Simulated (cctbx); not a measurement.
# Accept or mend?

Cell a = 7.8500 Å, b = 8.3850 Å, c = 3.4880 Å, α = 90.00°, β = 90.00°, γ = 90.00°; space group Cmmm (no. 65). The compound is InMoS4.

Simulated single-crystal data (cctbx): Mo Kα, λ = 0.71073 Å, to d = 0.7 Å, 70 % of the full sphere, strongest reflection 5000 counts, noise from counting, a 6 % proportional error and a noise floor of 8 counts (s.d.); no absorption, and some extinction, which the refinements don't model.

An isotropic refinement with weights 1/σ² prints:

```text
Rint 0.051, 224 unique reflections to 0.70 A
cycle     R1     wR2    GooF  max shift (A)
   1  0.4399  0.7382  15.951   0.28285
   2  0.2689  0.5165  11.159   0.00000
final R1 0.2689 wR2 0.5165 GooF 11.159  parameters 6  data/parameter 37.3
atom        x        y        z      Ueq    occ   su(xyz)  su(Uiso or U11)
In1    0.50000  0.00000  0.00000   0.0049  1.000  0.00000  0.0023
Mo1    0.00000  0.00000  0.50000   0.0014  1.000  0.00000  0.0023
S1     0.50000  0.28144  0.00000   0.0025  1.000  0.00239  0.0032
S2     0.64443  0.00000  0.50000   0.1263  1.000  0.01468  0.0368
difference map: max 64.86 min -9.50 rms 3.23
Q1    0.1957  0.5000  0.5000    4   66.77  0.40 A from S2
Q2    0.0000  0.5000  0.0000    2   38.46  0.00 A from In1
Q3    0.0000  0.0000  0.5000    2   25.87  0.00 A from Mo1
Q4    0.0000  0.2462  0.0000    4   13.73  0.23 A from S1
Q5    0.2028  0.0000  0.0000    4   12.18  2.12 A from S2
Q6    0.1969  0.0622  0.5000    8    7.45  1.35 A from S2
```

**Question.** Can this result stand? If not, what is the likely fault?

Mend it. The fault: start far from the minimum. Against the right model at the same level, R1 goes from 0.0212 to 0.2689 and GooF from 1.03 to 11.16, S2 takes U = 0.13 Å² and the top difference peak, 66.8 e/Å³, lies 0.40 Å from S2. Least squares finds the nearest minimum, not the best.

The compound is InMoS4. The right model at the same level gives:

```text
Rint 0.051, 224 unique reflections to 0.70 A
cycle     R1     wR2    GooF  max shift (A)
   1  0.1661  0.3425   7.400   0.05546
   2  0.0212  0.0477   1.030   0.00000
final R1 0.0212 wR2 0.0477 GooF 1.030  parameters 6  data/parameter 37.3
atom        x        y        z      Ueq    occ   su(xyz)  su(Uiso or U11)
In1    0.50000  0.00000  0.00000   0.0040  1.000  0.00000  0.0002
Mo1    0.00000  0.00000  0.50000   0.0043  1.000  0.00000  0.0002
S1     0.50000  0.27902  0.00000   0.0065  1.000  0.00018  0.0003
S2     0.69343  0.00000  0.50000   0.0057  1.000  0.00019  0.0003
difference map: max 0.90 min -2.19 rms 0.31
Q1    0.0000  0.1593  0.2963    8    0.92  1.16 A from S1
Q2    0.1894  0.4156  0.0000    8    0.90  1.65 A from In1
Q3    0.1309  0.4143  0.1233   16    0.90  1.33 A from In1
Q4    0.1278  0.5000  0.4045    8    0.85  0.61 A from S2
Q5    0.2231  0.5000  0.0000    4    0.83  1.75 A from In1
Q6    0.2500  0.2500  0.5000    4    0.75  2.14 A from S2
```

The model was made for the exercise: a known structure type with other elements put in, its volume estimated, not relaxed; displacement parameters are assumed.

[Middle refinement cycles are left out of these outputs.]

[Logs are printed without paths, hosts, clocks, repeated set-up lines and the standing remarks that a program may print on its own settings, such as how far it seeks lower states.]
